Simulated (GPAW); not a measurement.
# A Pb chain with one B atom in line: transmission at several levels

How well does a Pb chain with one B atom in line conduct at low bias, and how far do basis and functional move the answer?

Program: GPAW 26.7.0. Level of theory: GPAW LCAO, PAW setups; Landauer transmission from Green's functions with principal layers (ASE), zero bias. Results are calculated unless marked as measured.

### 1. The starting structure

The cell holds 11 atoms: 10 Pb and 1 B. Its edges and angles: a = 9.000 Å, b = 9.000 Å, c = 30.498 Å, α = 90.0°, β = 90.0°, γ = 90.0°. Regions: left lead, 5 atoms (5 Pb); channel, 1 atom (1 B); right lead, 5 atoms (5 Pb). Vacuum lies along a and b. The structure is stacked along c, and the current runs across the ab planes.

### 2. GPAW, dzp

The script solves lead and junction separately, takes H and S in the orbital basis, and joins semi-infinite leads through their self-energies; the dzp basis is the working standard.

run.py reads:

```python
import json
import numpy as np
from ase import Atoms
from ase.transport.calculators import TransportCalculator
from gpaw import GPAW, FermiDirac
from gpaw.lcao.tools import get_lcao_hamiltonian
from scipy.linalg import eigh

# The junction with lead layers at both ends, along the third cell vector
device = Atoms(
    ['Pb', 'Pb', 'Pb', 'Pb', 'Pb', 'B', 'Pb', 'Pb', 'Pb', 'Pb', 'Pb'],
    positions=[
        [4.50000, 4.50000, 1.45000],
        [4.50000, 4.50000, 4.35000],
        [4.50000, 4.50000, 7.25000],
        [4.50000, 4.50000, 10.15000],
        [4.50000, 4.50000, 13.05000],
        [4.50000, 4.50000, 15.24890],
        [4.50000, 4.50000, 17.44780],
        [4.50000, 4.50000, 20.34780],
        [4.50000, 4.50000, 23.24780],
        [4.50000, 4.50000, 26.14780],
        [4.50000, 4.50000, 29.04780]],
    cell=[[9.0, 0.0, 0.0], [0.0, 9.0, 0.0], [0.0, 0.0, 30.4978]],
    pbc=True)

# One principal layer of the lead: the first 3 atoms of the device
lead = Atoms(
    ['Pb', 'Pb', 'Pb'],
    positions=[
        [4.50000, 4.50000, 1.45000],
        [4.50000, 4.50000, 4.35000],
        [4.50000, 4.50000, 7.25000]],
    cell=[[9.0, 0.0, 0.0], [0.0, 9.0, 0.0], [0.0, 0.0, 8.7]],
    pbc=True)

settings = dict(mode='lcao', basis='dzp', xc='PBE', h=0.2,
                occupations=FermiDirac(0.1), maxiter=250,
                mixer=dict(beta=0.1, nmaxold=8, weight=100.0),
                convergence=dict(density=0.0001))
energies = np.arange(-3, 3 + 1e-9, 0.075)
eta = 0.0001
n1, n2 = 1, 1
# k and -k transmit alike, so half of the mesh across the current serves
mesh = [(i, j) for i in range(n1) for j in range(n2) if (i, j) <= (-i % n1, -j % n2)]
weights = np.array([1 if (i, j) == (-i % n1, -j % n2) else 2 for i, j in mesh]) / (n1 * n2)

# [... helper functions left out ...]
fermi_lead = ground_state(lead, (1, 1, 13), 'lead.txt')
fermi_device = ground_state(device, (1, 1, 3), 'device.txt')
# [... loop over the mesh left out, but for ...]
        # Shift the lead onto the potential of the device's first layer
        shift = ((H[:, 0, 0] - H0[:, 0, 0]) / S0[0, 0]).real.mean()
# [...]
kT = 8.617333e-5 * 200
bias = [0.1, 0.2, 0.5, 1.0, 1.5, 2.0]
# [... integrals and printing left out ...]
```

On the command line:

```sh
$ OMP_NUM_THREADS=1 OPENBLAS_NUM_THREADS=1 python run.py
```

The log of the run:

```text
basis functions: device 243, principal layer 69
Fermi level: lead -2.5493 eV, device -2.6352 eV; lead shifted by 0.0206 eV
largest coupling past the next layer 2.76e-08 eV, largest misfit of the first layer 0.024 eV
  E-E_F (eV)   T (one spin)  [channel counts left out]
    -3.000    7.4871e-11
    -2.925    1.1330e-10
    -2.850    1.9031e-10
    -2.775    3.6351e-10
    -2.700    8.2302e-10
    -2.625    2.3927e-09
    -2.550    1.0774e-08
    -2.475    1.4780e-07
    -2.400    9.9119e-01
    -2.325    9.6384e-01
    -2.250    9.3798e-01
    -2.175    9.1440e-01
    -2.100    8.9294e-01
    -2.025    8.7336e-01
    -1.950    8.5548e-01
    -1.875    8.3913e-01
[...]
2.475    1.8696e+00
     2.550    1.7067e+00
     2.625    1.5106e+00
     2.700    1.2795e+00
     2.775    1.0144e+00
     2.850    7.1929e-01
     2.925    5.8705e-01
     3.000    5.8650e-01
conductance at 200 K: 2.5535 G0 a cell; thermopower -0.04506 uV/K
current from the zero-bias T(E) at 0.1 V: 19.777 uA
current from the zero-bias T(E) at 0.2 V: 39.539 uA
current from the zero-bias T(E) at 0.5 V: 98.756 uA
current from the zero-bias T(E) at 1.0 V: 195.16 uA
current from the zero-bias T(E) at 1.5 V: 273.6 uA
current from the zero-bias T(E) at 2.0 V: 337.44 uA
```

Run time: 40 s. Hardware: 1 thread of Arm Neoverse V1, shared host; peak memory 1 GiB.

Numbers from this step:

```yaml
conductance: 2.553 G₀
largest_coupling_past_the_next_principal_layer: 2.76e-8 eV
largest_misfit_of_the_first_principal_layer: 0.02380 eV
shift_that_aligns_the_lead: 0.02063 eV
basis_functions_of_the_junction: 243
basis_functions_of_a_principal_layer: 69
transmission_at_the_fermi_level_one_spin: 2.556
```

One spin. The transmission, zone mean by energy, zero at the Fermi level:

| energy (eV) | transmission, zone mean |
| --- | --- |
| -3.00 | 7.5e-11 |
| -2.85 | 1.9e-10 |
| -2.70 | 8.2e-10 |
| -2.55 | 1.1e-8 |
| -2.40 | 0.991 |
| -2.33 | 0.964 |
| -2.17 | 0.914 |
| -2.02 | 0.873 |
| -1.88 | 0.839 |
| -1.73 | 0.810 |
| -1.57 | 0.786 |
| -1.35 | 0.757 |
| -1.20 | 0.741 |
| -1.05 | 0.727 |
| -0.90 | 0.715 |
| -0.75 | 0.705 |
| -0.60 | 2.11 |
| -0.38 | 2.46 |
| -0.23 | 2.55 |
| -0.07 | 2.54 |
| 0.00 | 2.56 |
| 0.07 | 2.55 |
| 0.23 | 2.53 |
| 0.38 | 2.53 |
| 0.60 | 2.54 |
| 0.75 | 2.56 |
| 0.90 | 2.58 |
| 1.05 | 2.60 |
| 1.20 | 2.61 |
| 1.27 | 2.61 |
| 1.35 | 2.61 |
| 1.57 | 2.57 |
| 1.73 | 2.53 |
| 1.88 | 2.47 |
| 2.02 | 2.38 |
| 2.17 | 2.27 |
| 2.33 | 2.11 |
| 2.55 | 1.71 |
| 2.70 | 1.28 |
| 2.85 | 0.719 |
| 3.00 | 0.586 |

Not self-consistent under bias; the bias window is split evenly. Table of current through one cell, from the zero-bias transmission by bias:

| bias (V) | current through one cell, from the zero-bias transmission (μA) |
| --- | --- |
| 0.100 | 19.8 |
| 0.200 | 39.5 |
| 0.500 | 98.8 |
| 1.000 | 195 |
| 1.500 | 274 |
| 2.000 | 337 |

Transmission of the three most open eigenchannels against energy, zero at the Fermi level:

| energy (eV) | channel 1 | channel 2 | channel 3 |
| --- | --- | --- | --- |
| -3.00 | 7.4e-11 | 1.2e-12 | 0 |
| -2.85 | 1.9e-10 | 1.1e-12 | 0 |
| -2.70 | 8.2e-10 | 1.0e-12 | 0 |
| -2.55 | 1.1e-8 | 0 | 0 |
| -2.33 | 0.964 | 0 | 0 |
| -2.17 | 0.914 | 0 | 0 |
| -2.02 | 0.873 | 0 | 0 |
| -1.88 | 0.839 | 0 | 0 |
| -1.73 | 0.810 | 0 | 0 |
| -1.57 | 0.786 | 0 | 0 |
| -1.35 | 0.757 | 0 | 0 |
| -1.20 | 0.741 | 0 | 0 |
| -1.05 | 0.727 | 0 | 0 |
| -0.90 | 0.715 | 0 | 0 |
| -0.75 | 0.705 | 1.5e-8 | 1.5e-8 |
| -0.60 | 0.707 | 0.707 | 0.695 |
| -0.38 | 0.888 | 0.888 | 0.683 |
| -0.23 | 0.937 | 0.937 | 0.675 |
| -0.07 | 0.939 | 0.939 | 0.668 |
| 0.00 | 0.946 | 0.946 | 0.664 |
| 0.07 | 0.945 | 0.945 | 0.661 |
| 0.23 | 0.940 | 0.940 | 0.654 |
| 0.38 | 0.941 | 0.941 | 0.647 |
| 0.60 | 0.953 | 0.953 | 0.638 |
| 0.75 | 0.965 | 0.965 | 0.633 |
| 0.90 | 0.978 | 0.978 | 0.622 |
| 1.05 | 0.989 | 0.989 | 0.619 |
| 1.20 | 0.997 | 0.997 | 0.614 |
| 1.35 | 0.999 | 0.999 | 0.610 |
| 1.57 | 0.985 | 0.985 | 0.604 |
| 1.73 | 0.964 | 0.964 | 0.601 |
| 1.88 | 0.935 | 0.935 | 0.598 |
| 2.02 | 0.894 | 0.894 | 0.596 |
| 2.17 | 0.839 | 0.839 | 0.594 |
| 2.33 | 0.760 | 0.760 | 0.592 |
| 2.55 | 0.590 | 0.558 | 0.558 |
| 2.70 | 0.589 | 0.345 | 0.345 |
| 2.85 | 0.588 | 0.0658 | 0.0658 |
| 3.00 | 0.586 | 3.6e-10 | 3.6e-10 |

Couplings past the next layer reach 2.8e-8 eV, small enough to drop; the matrix elements of the cell's first layer differ from the bulk lead's by up to 0.024 eV. That layer keeps its own values in the calculation, and only beyond it is the lead taken as perfect. The Fermi levels of lead and junction count from different zeros of potential, one for each periodic cell; with both set to zero, the small remaining shift is what aligns them. Without spin-orbit coupling, which is large for these atoms, channel counts and T are those of the scalar-relativistic bands. By hand: G = 2.553 × 77.48 μS = 198 μS, a resistance of 5.05 kΩ; at 0.1 V a linear junction would pass 19.8 μA, and the integral over the bias window gives 19.8 μA.

### 3. Single-zeta polarised basis

One radial function a shell plus polarisation makes the matrices smaller; the question is what that costs.

run.py: that of step 2 with these lines changed.

```diff
@@ -36,3 +36,3 @@
 
-settings = dict(mode='lcao', basis='dzp', xc='PBE', h=0.2,
+settings = dict(mode='lcao', basis='szp(dzp)', xc='PBE', h=0.2,
                 occupations=FermiDirac(0.1), maxiter=250,
```

The log of the run:

```text
basis functions: device 149, principal layer 42
Fermi level: lead -2.7191 eV, device -2.8318 eV; lead shifted by 0.0132 eV
largest coupling past the next layer 2.75e-08 eV, largest misfit of the first layer 0.025 eV
  E-E_F (eV)   T (one spin)  [channel counts left out]
    -3.000    4.2131e-11
    -2.925    6.4332e-11
    -2.850    1.0741e-10
    -2.775    1.9988e-10
    -2.700    4.2793e-10
    -2.625    1.1159e-09
    -2.550    3.9846e-09
    -2.475    2.6674e-08
    -2.400    2.0490e-06
    -2.325    9.4361e-01
    -2.250    9.2539e-01
    -2.175    9.0507e-01
    -2.100    8.8583e-01
    -2.025    8.6798e-01
    -1.950    8.5152e-01
    -1.875    8.3636e-01
[...]
2.475    1.8651e+00
     2.550    1.7098e+00
     2.625    1.5230e+00
     2.700    1.3001e+00
     2.775    1.0373e+00
     2.850    7.3204e-01
     2.925    5.8293e-01
     3.000    5.8175e-01
conductance at 200 K: 2.5562 G0 a cell; thermopower 0.1635 uV/K
current from the zero-bias T(E) at 0.1 V: 19.803 uA
current from the zero-bias T(E) at 0.2 V: 39.594 uA
current from the zero-bias T(E) at 0.5 V: 98.757 uA
current from the zero-bias T(E) at 1.0 V: 195.3 uA
current from the zero-bias T(E) at 1.5 V: 273.17 uA
current from the zero-bias T(E) at 2.0 V: 336.93 uA
```

Wall time 34 s (1 thread); peak memory 1 GiB.

Numbers from this step:

```yaml
conductance: 2.556 G₀
largest_coupling_past_the_next_principal_layer: 2.75e-8 eV
largest_misfit_of_the_first_principal_layer: 0.02514 eV
shift_that_aligns_the_lead: 0.01322 eV
basis_functions_of_the_junction: 149
basis_functions_of_a_principal_layer: 42
transmission_at_the_fermi_level_one_spin: 2.557
```

One spin. Table of transmission, zone mean by energy, zero at the Fermi level:

energy (eV), transmission, zone mean and a bar:
```
  -3.0000       0.00 
  -2.7750       0.00 
  -2.4750       0.00 
  -2.3250       0.94 ###########
  -2.2500       0.93 ###########
  -2.0250       0.87 ##########
  -1.7250       0.81 #########
  -1.5000       0.78 #########
  -1.2750       0.75 #########
  -0.9750       0.72 ########
  -0.7500       0.71 ########
  -0.5250       2.30 ##########################
  -0.2250       2.55 #############################
   0.0000       2.56 #############################
   0.2250       2.53 #############################
   0.5250       2.53 #############################
   0.7500       2.56 #############################
   0.9750       2.59 ##############################
   1.2750       2.61 ##############################
   1.5000       2.60 ##############################
   1.7250       2.54 #############################
   2.0250       2.39 ###########################
   2.2500       2.19 #########################
   2.4750       1.87 #####################
   2.7750       1.04 ############
   3.0000       0.58 #######
```

Not self-consistent under bias; the bias window is split evenly. Table of current through one cell, from the zero-bias transmission by bias:

| bias (V) | current through one cell, from the zero-bias transmission (μA) |
| --- | --- |
| 0.100 | 19.8 |
| 0.200 | 39.6 |
| 0.500 | 98.8 |
| 1.000 | 195 |
| 1.500 | 273 |
| 2.000 | 337 |

Table of transmission of the three most open eigenchannels by energy, zero at the Fermi level:

| energy (eV) | channel 1 | channel 2 | channel 3 |
| --- | --- | --- | --- |
| -2.4750 | 2.7e-8 | 0 | 0 |
| -2.2500 | 0.925 | 0 | 0 |
| -2.0250 | 0.868 | 0 | 0 |
| -1.7250 | 0.810 | 0 | 0 |
| -1.5000 | 0.777 | 0 | 0 |
| -1.2750 | 0.750 | 0 | 0 |
| -0.9750 | 0.724 | 0 | 0 |
| -0.7500 | 0.708 | 1.6e-9 | 1.6e-9 |
| -0.5250 | 0.801 | 0.801 | 0.694 |
| -0.2250 | 0.935 | 0.935 | 0.678 |
| 0.0000 | 0.945 | 0.945 | 0.668 |
| 0.2250 | 0.937 | 0.937 | 0.657 |
| 0.5250 | 0.943 | 0.943 | 0.645 |
| 0.7500 | 0.961 | 0.961 | 0.636 |
| 0.9750 | 0.981 | 0.981 | 0.627 |
| 1.2750 | 0.998 | 0.998 | 0.617 |
| 1.5000 | 0.994 | 0.994 | 0.611 |
| 1.7250 | 0.967 | 0.967 | 0.605 |
| 2.0250 | 0.894 | 0.894 | 0.598 |
| 2.2500 | 0.798 | 0.798 | 0.594 |
| 2.4750 | 0.638 | 0.638 | 0.590 |
| 2.7750 | 0.585 | 0.226 | 0.226 |
| 3.0000 | 0.582 | 3.5e-10 | 3.5e-10 |

The conductance equals that of the dzp run to 0.2 %.

### 4. Minimal basis

One function for each valence shell of the setup, as for a first survey of a large system.

run.py: that of step 3 with these lines changed.

```diff
@@ -36,3 +36,3 @@
 
-settings = dict(mode='lcao', basis='szp(dzp)', xc='PBE', h=0.2,
+settings = dict(mode='lcao', basis='sz(dzp)', xc='PBE', h=0.2,
                 occupations=FermiDirac(0.1), maxiter=250,
```

The log of the run:

```text
basis functions: device 94, principal layer 27
Fermi level: lead -2.6065 eV, device -2.7329 eV; lead shifted by 0.0283 eV
largest coupling past the next layer 2.77e-08 eV, largest misfit of the first layer 0.028 eV
  E-E_F (eV)   T (one spin)  [channel counts left out]
    -3.000    8.3444e-11
    -2.925    1.3159e-10
    -2.850    2.3018e-10
[...]
2.925    5.7810e-01
     3.000    5.7706e-01
conductance at 200 K: 2.5565 G0 a cell; thermopower 0.2122 uV/K
current from the zero-bias T(E) at 0.1 V: 19.805 uA
current from the zero-bias T(E) at 0.2 V: 39.596 uA
current from the zero-bias T(E) at 0.5 V: 98.716 uA
current from the zero-bias T(E) at 1.0 V: 195.2 uA
current from the zero-bias T(E) at 1.5 V: 281.06 uA
current from the zero-bias T(E) at 2.0 V: 344.56 uA
```

Run time: 27 s. Hardware: 1 thread; peak memory 0.94 GiB.

Numbers from this step:

```yaml
conductance: 2.557 G₀
largest_coupling_past_the_next_principal_layer: 2.77e-8 eV
largest_misfit_of_the_first_principal_layer: 0.02752 eV
shift_that_aligns_the_lead: 0.02832 eV
basis_functions_of_the_junction: 94
basis_functions_of_a_principal_layer: 27
```

The conductance equals that of the dzp run to 0.2 %.

### 5. LDA in the dzp basis: xc = "LDA"

Back in the dzp basis, the functional changes from PBE to LDA, to set the spread between functionals beside that between bases.

run.py: that of step 4 with these lines changed.

```diff
@@ -36,3 +36,3 @@
 
-settings = dict(mode='lcao', basis='sz(dzp)', xc='PBE', h=0.2,
+settings = dict(mode='lcao', basis='dzp', xc='LDA', h=0.2,
                 occupations=FermiDirac(0.1), maxiter=250,
```

The log of the run:

```text
basis functions: device 243, principal layer 69
Fermi level: lead -2.8325 eV, device -2.9171 eV; lead shifted by 0.0153 eV
largest coupling past the next layer 2.83e-08 eV, largest misfit of the first layer 0.023 eV
  E-E_F (eV)   T (one spin)  [channel counts left out]
    -3.000    8.1349e-11
    -2.925    1.2598e-10
    -2.850    2.1807e-10
[...]
2.925    5.7191e-01
     3.000    5.7140e-01
conductance at 200 K: 2.5596 G0 a cell; thermopower 0.2541 uV/K
current from the zero-bias T(E) at 0.1 V: 19.833 uA
current from the zero-bias T(E) at 0.2 V: 39.657 uA
current from the zero-bias T(E) at 0.5 V: 98.817 uA
current from the zero-bias T(E) at 1.0 V: 195.48 uA
current from the zero-bias T(E) at 1.5 V: 273.18 uA
current from the zero-bias T(E) at 2.0 V: 336.8 uA
```

Wall time 38 s (1 thread); peak memory 1 GiB.

This step gave:

* conductance: 2.560 G₀
* largest coupling past the next principal layer: 2.83e-8 eV
* largest misfit of the first principal layer: 0.02347 eV
* shift that aligns the lead: 0.01529 eV
* basis functions of the junction: 243
* basis functions of a principal layer: 69
* transmission at the Fermi level (one spin): 2.559

One spin. Transmission, zone mean against energy, zero at the Fermi level:

| energy (eV) | transmission, zone mean |
| --- | --- |
| -3.00 | 8.1e-11 |
| -2.85 | 2.2e-10 |
| -2.70 | 1.0e-9 |
| -2.55 | 1.8e-8 |
| -2.40 | 0.980 |
| -2.33 | 0.950 |
| -2.17 | 0.898 |
| -2.02 | 0.855 |
| -1.88 | 0.820 |
| -1.73 | 0.792 |
| -1.57 | 0.768 |
| -1.35 | 0.740 |
| -1.20 | 0.726 |
| -1.05 | 0.713 |
| -0.90 | 0.703 |
| -0.75 | 0.694 |
| -0.60 | 2.02 |
| -0.38 | 2.47 |
| -0.23 | 2.54 |
| -0.07 | 2.57 |
| 0.00 | 2.56 |
| 0.07 | 2.55 |
| 0.23 | 2.54 |
| 0.38 | 2.54 |
| 0.60 | 2.55 |
| 0.75 | 2.56 |
| 0.90 | 2.59 |
| 1.05 | 2.60 |
| 1.20 | 2.60 |
| 1.35 | 2.60 |
| 1.57 | 2.56 |
| 1.73 | 2.50 |
| 1.88 | 2.43 |
| 2.02 | 2.33 |
| 2.17 | 2.21 |
| 2.33 | 2.03 |
| 2.55 | 1.62 |
| 2.70 | 1.20 |
| 2.85 | 0.619 |
| 3.00 | 0.571 |

The conductance, 2.56 G₀, lies 0.2 % above that of the dzp run.

### 6. All levels side by side

Times are for 1 thread of Arm Neoverse V1, shared host. The series side by side:

| no. | run | conductance (G₀) | time | memory (GiB) |
| --- | --- | --- | --- | --- |
| 1 | dzp | 2.553 | 40 s | 1.0 |
| 2 | szp | 2.556 | 34 s | 1.0 |
| 3 | sz | 2.557 | 27 s | 0.94 |
| 4 | dzp LDA | 2.560 | 38 s | 1.0 |

### 7. The levels side by side

The curves are compared point by point over the common energies.

This step: comparison of transmission and cost over codes and levels (GPAW 26.7.0).

Ladder, by row:

| step | code | T at the Fermi level (sum over the listed spins) | conductance (G0) | r.m.s. T(E) from the first | wall time (s) | peak memory (GiB) | threads |
| --- | --- | --- | --- | --- | --- | --- | --- |
| dzp | GPAW | 2.556 | 2.553 | 0 | 40.34 | 1.04 | 1 |
| szp | GPAW | 2.557 | 2.556 | 0.1106 | 34.13 | 1.01 | 1 |
| sz | GPAW | 2.557 | 2.557 | 0.1294 | 27.28 | 0.94 | 1 |
| dzp-LDA | GPAW | 2.559 | 2.56 | 0.03496 | 37.55 | 1.04 | 1 |

Table of transmission, zone mean, sum over the listed spins by energy, zero at the Fermi level:

| energy (eV) | dzp | szp | sz | dzp-LDA |
| --- | --- | --- | --- | --- |
| -3.000 | 7.5e-11 | 4.2e-11 | 8.3e-11 | 8.1e-11 |
| -2.475 | 1.5e-7 | 2.7e-8 | 3.8e-7 | 5.2e-7 |
| -2.400 | 0.991 | 2.0e-6 | 0.879 | 0.980 |
| -2.025 | 0.873 | 0.868 | 0.839 | 0.855 |
| -1.500 | 0.776 | 0.777 | 0.759 | 0.758 |
| -0.975 | 0.721 | 0.724 | 0.710 | 0.708 |
| -0.525 | 2.29 | 2.30 | 2.35 | 2.28 |
| 0.000 | 2.56 | 2.56 | 2.56 | 2.56 |
| 0.525 | 2.54 | 2.53 | 2.52 | 2.54 |
| 0.975 | 2.59 | 2.59 | 2.58 | 2.59 |
| 1.200 | 2.61 | 2.61 | 2.60 | 2.60 |
| 1.275 | 2.61 | 2.61 | 2.60 | 2.60 |
| 1.350 | 2.61 | 2.61 | 2.61 | 2.60 |
| 1.500 | 2.59 | 2.60 | 2.59 | 2.57 |
| 2.025 | 2.38 | 2.39 | 2.37 | 2.33 |
| 2.475 | 1.87 | 1.87 | 1.88 | 1.78 |
| 3.000 | 0.586 | 0.582 | 0.577 | 0.571 |

(Part 1 of 2 ends here.)

[Logs are printed without paths, hosts, clocks, repeated set-up lines and the standing remarks that a program may print on its own settings, such as how far it seeks lower states.]

[Hosts, paths, dates, database ids (printed as entryN), source tags and the programs' standing remarks are cut or masked in the printed files.]
